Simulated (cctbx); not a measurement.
# Diagnosing a refinement

Cell a = 8.0260 Å, b = 8.0260 Å, c = 4.7780 Å, α = 90.00°, β = 90.00°, γ = 90.00°; space group P4/mbm (no. 127).

Simulated single-crystal data (cctbx): Mo Kα, λ = 0.71073 Å, to d = 0.75 Å, 95 % of the full sphere, strongest reflection 40000 counts, noise from counting, a 1.5 % proportional error and a noise floor of 2 counts (s.d.); no absorption.

An anisotropic refinement with weights 1/σ² prints:

```text
Rint 0.020, 236 unique reflections to 0.75 A
cycle     R1     wR2    GooF  max shift (A)
   1  0.0949  0.2291  21.972   0.00366
   2  0.0429  0.1195  11.456   0.00003
final R1 0.0429 wR2 0.1195 GooF 11.456  parameters 21  data/parameter 11.2
atom        x        y        z      Ueq    occ   su(xyz)  su(Uiso or U11)
Sm1    0.50000  0.50000  0.00000   0.0035  1.000  0.00000  0.0006
Cu1    0.67377  0.82623  0.25211   0.0058  1.000  0.00039  0.0007
Fe1    0.29096  0.43841  0.50000  -0.0033  1.000  0.00026  0.0009  NPD
Cu2    0.50000  0.00000  0.50000   0.0049  1.000  0.00000  0.0012
Cu3    0.11987  0.38013  0.00000   0.0112  1.000  0.00030  0.0010
difference map: max 4.53 min -3.94 rms 0.68
Q1    0.0530  0.1853  0.5000    8    4.68  0.20 A from Fe1
Q2    0.1793  0.6793  0.2822    8    1.76  0.16 A from Cu1
Q3    0.0334  0.4666  0.0000    4    1.00  0.98 A from Cu3
Q4    0.0000  0.0000  0.1587    4    0.95  0.76 A from Sm1
Q5    0.2245  0.2755  0.5000    4    0.91  1.41 A from Fe1
Q6    0.0862  0.4138  0.2044    8    0.90  1.05 A from Cu3
```

**Question.** Can this result stand? If not, what is the likely fault?

Mend it. The fault: elements exchanged: Cu3 is Fe and Fe1 is Cu. Against the right model at the same level, R1 goes from 0.0043 to 0.0429 and GooF from 0.94 to 11.46, U of Fe1 shrinks from 0.0035 to -0.0033 Å², U of Cu3 swells from 0.0030 to 0.0112 Å², the top difference peak, 4.7 e/Å³, lies on Fe1, a hole of -3.9 e/Å³ opens and Fe1 goes non-positive-definite. Cu3 has 3 electrons too many and its U swells to shed them, as expected; Fe1 has 3 electrons too few and its U shrinks to make up, as expected.

The compound is SmFe2Cu9. The right model at the same level gives:

```text
Rint 0.020, 236 unique reflections to 0.75 A
cycle     R1     wR2    GooF  max shift (A)
   1  0.0070  0.0171   1.644   0.00019
   2  0.0043  0.0098   0.941   0.00000
final R1 0.0043 wR2 0.0098 GooF 0.941  parameters 21  data/parameter 11.2
atom        x        y        z      Ueq    occ   su(xyz)  su(Uiso or U11)
Sm1    0.50000  0.50000  0.00000   0.0033  1.000  0.00000  0.0000
Cu1    0.67392  0.82608  0.25232   0.0049  1.000  0.00003  0.0001
Cu2    0.29122  0.43849  0.50000   0.0035  1.000  0.00002  0.0001
Cu3    0.50000  0.00000  0.50000   0.0049  1.000  0.00000  0.0001
Fe1    0.12020  0.37980  0.00000   0.0030  1.000  0.00002  0.0001
difference map: max 0.25 min -0.30 rms 0.06
Q1    0.0000  0.5000  0.2020    4    0.25  1.42 A from Cu3
Q2    0.2143  0.7143  0.3829    8    0.21  0.77 A from Cu1
Q3    0.1265  0.6265  0.5000    4    0.20  1.30 A from Cu1
Q4    0.0000  0.0000  0.3557    4    0.20  1.70 A from Sm1
Q5    0.0251  0.1539  0.3149   16    0.20  1.03 A from Cu2
Q6    0.0751  0.4249  0.3097    8    0.18  1.25 A from Cu3
```

The model is made up (kin elements in a known structure type, no relaxation), so it says nothing on whether the phase exists.

[Middle refinement cycles are left out of these outputs.]

[Logs are printed without paths, hosts, clocks, repeated set-up lines and the standing remarks that a program may print on its own settings, such as how far it seeks lower states.]
